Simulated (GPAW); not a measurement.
**MoSi2P4 monolayer: work function by functional and basis**

Aim: the work function of both faces of MoSi2P4 monolayer, and its spread over functionals and bases. Where a layer proves gapped, the work function hangs on where the smearing puts the Fermi level, and the band edges take its place.

Calculated with GPAW 26.7.0; GPAW, PAW setups; layer in a repeated cell with vacuum, relaxation of atoms and in-plane cell, in the first sound run; inputs show where later runs differ.

## (1) The structure

The cell holds 7 atoms: 4 P, 2 Si and 1 Mo. Cell: a = 3.480 Å, b = 3.480 Å, c = 24.264 Å, α = 90.0°, β = 90.0°, γ = 120.0°. Vacuum lies along c.

## (2) Relaxation

Forces are removed first; all later runs use this geometry.

run.py reads:

```python
import json
import numpy as np
from ase import Atoms
from ase.filters import FrechetCellFilter
from ase.optimize import BFGS
from gpaw import GPAW, PW

slab = Atoms(
    ['P', 'Si', 'P', 'Mo', 'P', 'Si', 'P'],
    positions=[
        [0.00000, 0.00000, 8.00000],
        [-0.00000, 2.00918, 8.64444],
        [-0.00000, 2.00918, 10.75444],
        [0.00000, 0.00000, 12.13186],
        [-0.00000, 2.00918, 13.50929],
        [-0.00000, 2.00918, 15.61929],
        [0.00000, 0.00000, 16.26372]],
    cell=[[3.48, 0.0, 0.0], [-1.74, 3.01377, 0.0], [0.0, 0.0, 24.2637]],
    pbc=[True, True, True])

slab.calc = GPAW(mode=PW(600), xc='PBE', kpts={'size': (9, 9, 1), 'gamma': True},
                 occupations={'name': 'fermi-dirac', 'width': 0.05}, nbands='200%',
                 convergence={'density': 1e-05}, maxiter=200,
                 symmetry={'tolerance': 1e-3}, txt='slab.txt')
result = {}
# The in-plane cell is free; stress needs a cell that repeats along all three vectors
path = []
opt = BFGS(FrechetCellFilter(slab, mask=[1, 1, 0, 0, 0, 1]), maxstep=0.2)
opt.attach(lambda: path.append((slab.get_potential_energy(), slab.positions.tolist(), slab.get_forces().tolist())))
result['relaxed'] = bool(opt.run(fmax=0.02, steps=45))
result['path'] = path
result['cell'] = slab.cell.tolist()
print('in-plane lattice', slab.cell.cellpar().round(4)[[0, 1, 5]])
energy = slab.get_potential_energy()
fermi = slab.calc.get_fermi_level()
v = slab.calc.get_electrostatic_potential().mean((0, 1)) - fermi
n = slab.calc.get_pseudo_density().mean((0, 1))
L = slab.cell[2, 2]
z = np.arange(len(v)) * L / len(v)
low, high = slab.positions[:, 2].min(), slab.positions[:, 2].max()
below, above = np.interp([low - 5.8, high + 5.8], z, v)
slopes = [np.interp(x, z, np.gradient(v, z)) for x in (low - 5.8, high + 5.8)]
eps = np.array([[slab.calc.get_eigenvalues(k, s) for k in range(len(slab.calc.get_ibz_k_points()))]
                for s in range(slab.calc.get_number_of_spins())]) - fermi
top, bottom = eps[eps < 0].max(), eps[eps > 0].min()
dipole = slab.get_dipole_moment()[2]
print(f'energy {energy:.4f} eV, Fermi level {fermi:.4f} eV, dipole {dipole:.5f} e A')
print(f'potential 5.8 A off the faces, from the Fermi level: lower {below:.4f} eV, upper {above:.4f} eV')
print(f'slope of the potential there: lower {slopes[0]:.5f}, upper {slopes[1]:.5f} eV/A')
print(f'nearest levels on the mesh: {top:.4f} and {bottom:.4f} eV')
print('magnetic moment', round(slab.get_magnetic_moment(), 3))
result.update(energy=energy, fermi=fermi, dipole=dipole, below=below, above=above, slopes=slopes, edges=[top, bottom],
              z=z.tolist(), v=v.tolist(), n=n.tolist(), positions=slab.positions.tolist(),
              forces=slab.get_forces(apply_constraint=False).tolist(), moments=slab.get_magnetic_moments().tolist())
json.dump(result, open('result.json', 'w'))
```

The run is started by

```console
> OMP_NUM_THREADS=1 OPENBLAS_NUM_THREADS=1 python run.py
```

The program printed:

```text
Step          Energy          fmax
BFGS:    0      -43.667949        3.684330
BFGS:    1      -44.167215        3.193834
BFGS:    2      -45.075283        1.049698
BFGS:    3      -45.146163        1.132394
BFGS:    4      -45.397549        0.911878
BFGS:    5      -45.525323        0.527076
BFGS:    6      -45.568473        0.544886
BFGS:    7      -45.583259        0.503093
BFGS:    8      -45.605353        0.400381
BFGS:    9      -45.633113        0.355731
BFGS:   10      -45.656327        0.368903
BFGS:   11      -45.664925        0.205037
BFGS:   12      -45.666561        0.068118
BFGS:   13      -45.666828        0.025726
BFGS:   14      -45.666860        0.005401
in-plane lattice [  3.4608   3.4608 120.    ]
energy -45.6669 eV, Fermi level 1.1720 eV, dipole 0.00047 e A
potential 5.8 A off the faces, from the Fermi level: lower 4.9838 eV, upper 4.9828 eV
slope of the potential there: lower 0.00038, upper 0.00031 eV/A
nearest levels on the mesh: -0.4508 and 0.4447 eV
magnetic moment 0.0
```

Run time: 19 min. Hardware: 1 thread of Arm Neoverse V2, shared host; peak memory 0.5 GiB.

This step gave:

| Property | Result |
| --- | --- |
| dipole along the normal | 4.75e-4 e·Å |
| levels nearest the Fermi level on the mesh | -0.4508, 0.4447 eV from the Fermi level |

The electrostatic potential energy of an electron (without an applied field's), less the Fermi level, planar mean oscillates, so the rows of the table below give means over windows of 1.65 Å about each position, cut where the curve ends. Its maxima inside the range that stand out by 2 % of the span (Å: eV): 8.0: -11.2, 9.6: 1.34, 11.4: -6.72, 12.9: -6.72, 14.6: 1.34, 16.3: -11.2. Its minima: 7.5: -15.1, 8.4: -13.2, 10.7: -13.2, 12.1: -18.9, 13.5: -13.2, 15.9: -13.2, 16.8: -15.1.

The electrostatic potential energy of an electron (without an applied field's), less the Fermi level, planar mean by z; means over each step:

| z (Å) | electrostatic potential energy of an electron (without an applied field's), less the Fermi level, planar mean (eV) |
| --- | --- |
| 0.82 | 4.98 |
| 2.47 | 4.98 |
| 4.12 | 4.98 |
| 5.77 | 4.07 |
| 7.42 | -9.98 |
| 9.07 | -4.62 |
| 10.72 | -7.92 |
| 12.37 | -12.4 |
| 14.02 | -5.42 |
| 15.67 | -8.39 |
| 17.32 | -5.75 |
| 18.97 | 4.76 |
| 20.62 | 4.98 |
| 22.27 | 4.98 |
| 23.92 | 4.98 |

Pseudo valence density, planar mean against z:

| z (Å) | pseudo valence density, planar mean (e/Å³) |
| --- | --- |
| 4 | 1.1e-4 |
| 5 | 0.00199 |
| 6 | 0.0370 |
| 7 | 0.273 |
| 8 | 0.412 |
| 9 | 0.178 |
| 10 | 0.213 |
| 11 | 0.375 |
| 12 | 1.25 |
| 13 | 0.430 |
| 14 | 0.258 |
| 15 | 0.158 |
| 16 | 0.319 |
| 17 | 0.291 |
| 18 | 0.0749 |
| 19 | 0.00438 |
| 20 | 2.3e-4 |
| 21 | 1.3e-5 |

The relaxation lowered the energy of the cell by 2.00 eV (energies extrapolated to zero smearing; the optimiser's log prints free energies). The largest force left on a free atom is 0.0054 eV/Å.

## (3) The slab's potential

With the geometry fixed, the planar mean of the potential gives the vacuum level on each side.

This step: GPAW, PAW setups; slab in vacuum (GPAW 26.7.0).

The cell differs from the one that the last finished run ended in (c 24.264 → 25.464 Å).

Edit run.py of step 2 so:

```diff
@@ -3,4 +3,2 @@
 from ase import Atoms
-from ase.filters import FrechetCellFilter
-from ase.optimize import BFGS
 from gpaw import GPAW, PW
@@ -10,25 +8,18 @@
     positions=[
-        [0.00000, 0.00000, 8.00000],
-        [-0.00000, 2.00918, 8.64444],
-        [-0.00000, 2.00918, 10.75444],
-        [0.00000, 0.00000, 12.13186],
-        [-0.00000, 2.00918, 13.50929],
-        [-0.00000, 2.00918, 15.61929],
-        [0.00000, 0.00000, 16.26372]],
-    cell=[[3.48, 0.0, 0.0], [-1.74, 3.01377, 0.0], [0.0, 0.0, 24.2637]],
-    pbc=[True, True, True])
+        [0.00000, -0.00000, 8.00000],
+        [-0.00000, 1.99810, 9.03859],
+        [-0.00000, 1.99810, 11.30191],
+        [-0.00000, -0.00000, 12.73216],
+        [-0.00000, 1.99810, 14.16242],
+        [-0.00000, 1.99810, 16.42574],
+        [0.00000, -0.00000, 17.46433]],
+    cell=[[3.4608, -0.0, 0.0], [-1.7304, 2.99715, 0.0], [0.0, 0.0, 25.4643]],
+    pbc=[True, True, False])
 
-slab.calc = GPAW(mode=PW(600), xc='PBE', kpts={'size': (9, 9, 1), 'gamma': True},
+slab.calc = GPAW(mode=PW(400), xc='PBE', kpts={'size': (9, 9, 1), 'gamma': True},
                  occupations={'name': 'fermi-dirac', 'width': 0.05}, nbands='200%',
                  convergence={'density': 1e-05}, maxiter=200,
+                 poissonsolver={'dipolelayer': 'xy'},
                  symmetry={'tolerance': 1e-3}, txt='slab.txt')
 result = {}
-# The in-plane cell is free; stress needs a cell that repeats along all three vectors
-path = []
-opt = BFGS(FrechetCellFilter(slab, mask=[1, 1, 0, 0, 0, 1]), maxstep=0.2)
-opt.attach(lambda: path.append((slab.get_potential_energy(), slab.positions.tolist(), slab.get_forces().tolist())))
-result['relaxed'] = bool(opt.run(fmax=0.02, steps=45))
-result['path'] = path
-result['cell'] = slab.cell.tolist()
-print('in-plane lattice', slab.cell.cellpar().round(4)[[0, 1, 5]])
 energy = slab.get_potential_energy()
```

The program printed:

```text
energy -45.6354 eV, Fermi level 0.8820 eV, dipole 0.00051 e A
potential 5.8 A off the faces, from the Fermi level: lower 4.9880 eV, upper 4.9787 eV
slope of the potential there: lower 0.00005, upper -0.00005 eV/A
nearest levels on the mesh: -0.4508 and 0.4447 eV
magnetic moment 0.0
```

Wall time 38 s (1 thread); peak memory 0.24 GiB.

This step gave:

```yaml
dipole_along_the_normal: 5.06e-4 e·Å
upper_work_function: 4.979 eV
lower_work_function: 4.988 eV
upper_ionisation_energy: 5.430 eV
```

Electrostatic potential energy of an electron (without an applied field's), less the Fermi level, planar mean against z:

| z (Å) | electrostatic potential energy of an electron (without an applied field's), less the Fermi level, planar mean (eV) |
| --- | --- |
| 0.0 | 4.98 |
| 0.5 | 4.99 |
| 1.0 | 4.99 |
| 1.5 | 4.99 |
| 2.0 | 4.99 |
| 2.5 | 4.99 |
| 3.0 | 4.99 |
| 3.5 | 4.99 |
| 4.0 | 4.99 |
| 4.5 | 4.99 |
| 5.0 | 4.98 |
| 5.5 | 4.96 |
| 6.0 | 4.85 |
| 6.5 | 4.41 |
| 7.0 | 2.53 |
| 7.5 | -4.41 |
| 8.0 | -14.8 |
| 8.5 | -11.3 |
| 9.0 | -13.2 |
| 9.5 | -5.88 |
| 10.0 | 0.634 |
| 10.5 | 0.165 |
| 11.0 | -8.60 |
| 11.5 | -11.6 |
| 12.0 | -6.94 |
| 12.5 | -16.2 |
| 13.0 | -15.4 |
| 13.5 | -6.83 |
| 14.0 | -12.2 |
| 14.5 | -7.77 |
| 15.0 | 0.413 |
| 15.5 | 0.411 |
| 16.0 | -6.58 |
| 16.5 | -13.1 |
| 17.0 | -11.5 |
| 17.5 | -14.7 |
| 18.0 | -3.65 |
| 18.5 | 2.74 |
| 19.0 | 4.46 |
| 19.5 | 4.86 |
| 20.0 | 4.95 |
| 20.5 | 4.97 |
| 21.0 | 4.98 |
| 21.5 | 4.98 |
| 22.0 | 4.98 |
| 22.5 | 4.98 |
| 23.0 | 4.98 |
| 23.5 | 4.98 |
| 24.0 | 4.98 |
| 24.5 | 4.98 |
| 25.0 | 4.98 |

The pseudo valence density, planar mean by z:

| z (Å) | pseudo valence density, planar mean (e/Å³) |
| --- | --- |
| 4 | 1.9e-5 |
| 5 | 3.5e-4 |
| 6 | 0.00659 |
| 7 | 0.105 |
| 8 | 0.315 |
| 9 | 0.270 |
| 10 | 0.153 |
| 11 | 0.269 |
| 12 | 0.469 |
| 13 | 1.02 |
| 14 | 0.334 |
| 15 | 0.188 |
| 16 | 0.191 |
| 17 | 0.426 |
| 18 | 0.244 |
| 19 | 0.0256 |
| 20 | 0.00136 |
| 21 | 7.1e-5 |

The layer is gapped, so the Fermi level lies somewhere inside the gap, set by smearing and numerics, and these work functions are no property of the material; the band edges below the vacuum level are. The potential is flat to 4.8e-5 eV/Å where it is read, so the vacuum is wide enough.

## (4) Self-consistent run: xc = "RPBE"

The same geometry under RPBE, to see how far the functional moves the levels against the vacuum.

Edit run.py of step 3 so:

```diff
@@ -18,3 +18,3 @@
 
-slab.calc = GPAW(mode=PW(400), xc='PBE', kpts={'size': (9, 9, 1), 'gamma': True},
+slab.calc = GPAW(mode=PW(400), xc='RPBE', kpts={'size': (9, 9, 1), 'gamma': True},
                  occupations={'name': 'fermi-dirac', 'width': 0.05}, nbands='200%',
```

The program printed:

```text
energy -43.1376 eV, Fermi level 0.9704 eV, dipole 0.00051 e A
potential 5.8 A off the faces, from the Fermi level: lower 4.9023 eV, upper 4.8931 eV
slope of the potential there: lower 0.00005, upper -0.00005 eV/A
nearest levels on the mesh: -0.4497 and 0.4447 eV
magnetic moment 0.0
```

Run time: 39 s. Hardware: 1 thread; peak memory 0.24 GiB.

This step gave:

```yaml
levels_nearest_the_fermi_level_on_the_mesh: -0.4497, 0.4447 eV from the Fermi level
upper_work_function: 4.893 eV
lower_work_function: 4.902 eV
upper_ionisation_energy: 5.343 eV
```

The electrostatic potential energy of an electron (without an applied field's), less the Fermi level, planar mean oscillates, so the rows of the table below give means over windows of 1.7 Å about each position, cut where the curve ends. Its maxima inside the range that stand out by 2 % of the span (Å: eV): 8.6: -11.3, 10.2: 1.23, 11.9: -6.84, 13.6: -6.84, 15.3: 1.23, 16.9: -11.4. Its minima: 8.1: -15.2, 9.0: -13.3, 11.4: -13.3, 12.7: -19.0, 14.1: -13.3, 16.4: -13.3, 17.4: -15.2.

Electrostatic potential energy of an electron (without an applied field's), less the Fermi level, planar mean against z; means over each step:

| z (Å) | electrostatic potential energy of an electron (without an applied field's), less the Fermi level, planar mean (eV) |
| --- | --- |
| 0.85 | 4.90 |
| 2.55 | 4.90 |
| 4.25 | 4.90 |
| 5.95 | 4.62 |
| 7.65 | -6.79 |
| 9.35 | -7.18 |
| 11.05 | -6.53 |
| 12.75 | -12.3 |
| 14.45 | -6.36 |
| 16.15 | -7.45 |
| 17.85 | -6.48 |
| 19.55 | 4.64 |
| 21.25 | 4.89 |
| 22.95 | 4.89 |
| 24.65 | 4.89 |

Pseudo valence density, planar mean against z:

| z (Å) | pseudo valence density, planar mean (e/Å³) |
| --- | --- |
| 4 | 2.0e-5 |
| 5 | 3.7e-4 |
| 6 | 0.00652 |
| 7 | 0.105 |
| 8 | 0.315 |
| 9 | 0.270 |
| 10 | 0.153 |
| 11 | 0.269 |
| 12 | 0.469 |
| 13 | 1.02 |
| 14 | 0.333 |
| 15 | 0.189 |
| 16 | 0.190 |
| 17 | 0.426 |
| 18 | 0.245 |
| 19 | 0.0254 |
| 20 | 0.00139 |
| 21 | 7.7e-5 |

Force by atom:

| atom | x (eV/Å) | y (eV/Å) | z (eV/Å) | size |
| --- | --- | --- | --- | --- |
| P1 | 0.000 | 0.000 | -0.111 | 0.111 |
| Si2 | 0.000 | 0.000 | -0.009 | 0.009 |
| P3 | 0.000 | 0.000 | -0.070 | 0.070 |
| Mo4 | 0.000 | 0.000 | 0.000 | 0.000 |
| P5 | 0.000 | 0.000 | 0.070 | 0.070 |
| Si6 | 0.000 | 0.000 | 0.009 | 0.009 |
| P7 | 0.000 | 0.000 | 0.111 | 0.111 |

The highest filled level lies 0.450 eV under the Fermi level, so the ionisation energy from the upper face is 4.893 + 0.450 = 5.343 eV, against 5.430 eV in the base run.

## (5) Self-consistent run: xc = "vdW-DF2"

The same geometry under vdW-DF2, to see how far the functional moves the levels against the vacuum (the van der Waals functionals take revPBE setups).

Edit run.py of step 4 so:

```diff
@@ -18,3 +18,3 @@
 
-slab.calc = GPAW(mode=PW(400), xc='RPBE', kpts={'size': (9, 9, 1), 'gamma': True},
+slab.calc = GPAW(mode=PW(400), xc='vdW-DF2', kpts={'size': (9, 9, 1), 'gamma': True},
                  occupations={'name': 'fermi-dirac', 'width': 0.05}, nbands='200%',
```

The program printed:

```text
energy -275.3680 eV, Fermi level 0.7334 eV, dipole 0.00051 e A
potential 5.8 A off the faces, from the Fermi level: lower 5.3241 eV, upper 5.3148 eV
slope of the potential there: lower 0.00002, upper -0.00002 eV/A
nearest levels on the mesh: -0.4574 and 0.4520 eV
magnetic moment 0.0
```

Elapsed: 47 s, on 1 thread; peak memory 0.39 GiB.

This step gave:

```yaml
levels_nearest_the_fermi_level_on_the_mesh: -0.4574, 0.4520 eV from the Fermi level
upper_work_function: 5.315 eV
lower_work_function: 5.324 eV
upper_ionisation_energy: 5.772 eV
```

The electrostatic potential energy of an electron (without an applied field's), less the Fermi level, planar mean oscillates, so the rows of the table below give means over windows of 1.7 Å about each position, cut where the curve ends. Its maxima inside the range that stand out by 2 % of the span (Å: eV): 8.6: -11.1, 10.2: 1.11, 11.9: -6.85, 13.6: -6.85, 15.3: 1.10, 16.9: -11.2. Its minima: 8.1: -15.0, 9.0: -13.2, 11.4: -13.2, 12.7: -19.1, 14.1: -13.2, 16.4: -13.2, 17.4: -15.0.

Table of electrostatic potential energy of an electron (without an applied field's), less the Fermi level, planar mean by z; means over each step:

| z (Å) | electrostatic potential energy of an electron (without an applied field's), less the Fermi level, planar mean (eV) |
| --- | --- |
| 0.85 | 5.32 |
| 2.55 | 5.32 |
| 4.25 | 5.32 |
| 5.95 | 5.00 |
| 7.65 | -6.62 |
| 9.35 | -7.16 |
| 11.05 | -6.54 |
| 12.75 | -12.4 |
| 14.45 | -6.37 |
| 16.15 | -7.43 |
| 17.85 | -6.30 |
| 19.55 | 5.02 |
| 21.25 | 5.31 |
| 22.95 | 5.31 |
| 24.65 | 5.32 |

The highest filled level lies 0.457 eV under the Fermi level, so the ionisation energy from the upper face is 5.315 + 0.457 = 5.772 eV, against 5.430 eV in the base run.

## (6) Self-consistent run: xc = "LDA"

The same geometry under LDA, to see how far the functional moves the levels against the vacuum.

Edit run.py of step 5 so:

```diff
@@ -18,3 +18,3 @@
 
-slab.calc = GPAW(mode=PW(400), xc='vdW-DF2', kpts={'size': (9, 9, 1), 'gamma': True},
+slab.calc = GPAW(mode=PW(400), xc='LDA', kpts={'size': (9, 9, 1), 'gamma': True},
                  occupations={'name': 'fermi-dirac', 'width': 0.05}, nbands='200%',
```

The program printed:

```text
energy -50.5107 eV, Fermi level 0.6579 eV, dipole 0.00051 e A
potential 5.8 A off the faces, from the Fermi level: lower 5.2076 eV, upper 5.1984 eV
slope of the potential there: lower 0.00005, upper -0.00005 eV/A
nearest levels on the mesh: -0.4512 and 0.4424 eV
magnetic moment 0.0
```

Elapsed: 37 s, on 1 thread; peak memory 0.24 GiB.

Numbers from this step:

```
dipole along the normal                    : 5.07e-4 e·Å
levels nearest the Fermi level on the mesh : -0.4512, 0.4424 eV from the Fermi level
upper work function                        : 5.198 eV
lower work function                        : 5.208 eV
upper ionisation energy                    : 5.650 eV
```

The highest filled level lies 0.451 eV under the Fermi level, so the ionisation energy from the upper face is 5.198 + 0.451 = 5.650 eV, against 5.430 eV in the base run.

## (7) OptPBE vdW: xc = "optPBE-vdW"

The same geometry under optPBE-vdW, to see how far the functional moves the levels against the vacuum (the van der Waals functionals take revPBE setups).

Edit run.py of step 6 so:

```diff
@@ -18,3 +18,3 @@
 
-slab.calc = GPAW(mode=PW(400), xc='LDA', kpts={'size': (9, 9, 1), 'gamma': True},
+slab.calc = GPAW(mode=PW(400), xc='optPBE-vdW', kpts={'size': (9, 9, 1), 'gamma': True},
                  occupations={'name': 'fermi-dirac', 'width': 0.05}, nbands='200%',
```

The program printed:

```text
energy -90.9566 eV, Fermi level 0.7638 eV, dipole 0.00051 e A
potential 5.8 A off the faces, from the Fermi level: lower 5.2045 eV, upper 5.1952 eV
slope of the potential there: lower 0.00004, upper -0.00004 eV/A
nearest levels on the mesh: -0.4547 and 0.4483 eV
magnetic moment 0.0
```

Run time: 45 s. Hardware: 1 thread; peak memory 0.39 GiB.

This step gave:

- dipole along the normal: 5.05e-4 e·Å
- levels nearest the Fermi level on the mesh: -0.4547, 0.4483 eV from the Fermi level
- upper work function: 5.195 eV
- lower work function: 5.204 eV

The highest filled level lies 0.455 eV under the Fermi level, so the ionisation energy from the upper face is 5.195 + 0.455 = 5.650 eV, against 5.430 eV in the base run.

## (8) Self-consistent run: xc = "revPBE"

The same geometry under revPBE, to see how far the functional moves the levels against the vacuum.

Edit run.py of step 7 so:

```diff
@@ -18,3 +18,3 @@
 
-slab.calc = GPAW(mode=PW(400), xc='optPBE-vdW', kpts={'size': (9, 9, 1), 'gamma': True},
+slab.calc = GPAW(mode=PW(400), xc='revPBE', kpts={'size': (9, 9, 1), 'gamma': True},
                  occupations={'name': 'fermi-dirac', 'width': 0.05}, nbands='200%',
```

The program printed:

```text
energy -43.5085 eV, Fermi level 0.9598 eV, dipole 0.00051 e A
potential 5.8 A off the faces, from the Fermi level: lower 4.9006 eV, upper 4.8914 eV
slope of the potential there: lower 0.00005, upper -0.00005 eV/A
nearest levels on the mesh: -0.4501 and 0.4447 eV
magnetic moment 0.0
```

Wall time 38 s (1 thread); peak memory 0.24 GiB.

Numbers from this step:

```yaml
dipole_along_the_normal: 5.06e-4 e·Å
levels_nearest_the_fermi_level_on_the_mesh: -0.4501, 0.4447 eV from the Fermi level
upper_work_function: 4.891 eV
lower_work_function: 4.901 eV
upper_ionisation_energy: 5.341 eV
```

The highest filled level lies 0.450 eV under the Fermi level, so the ionisation energy from the upper face is 4.891 + 0.450 = 5.341 eV, against 5.430 eV in the base run.

(Part 1 of 2 ends here.)

[Logs are printed without paths, hosts, clocks, repeated set-up lines and the standing remarks that a program may print on its own settings, such as how far it seeks lower states.]

[Hosts, paths, dates, database ids (printed as entryN), source tags and the programs' standing remarks are cut or masked in the printed files.]
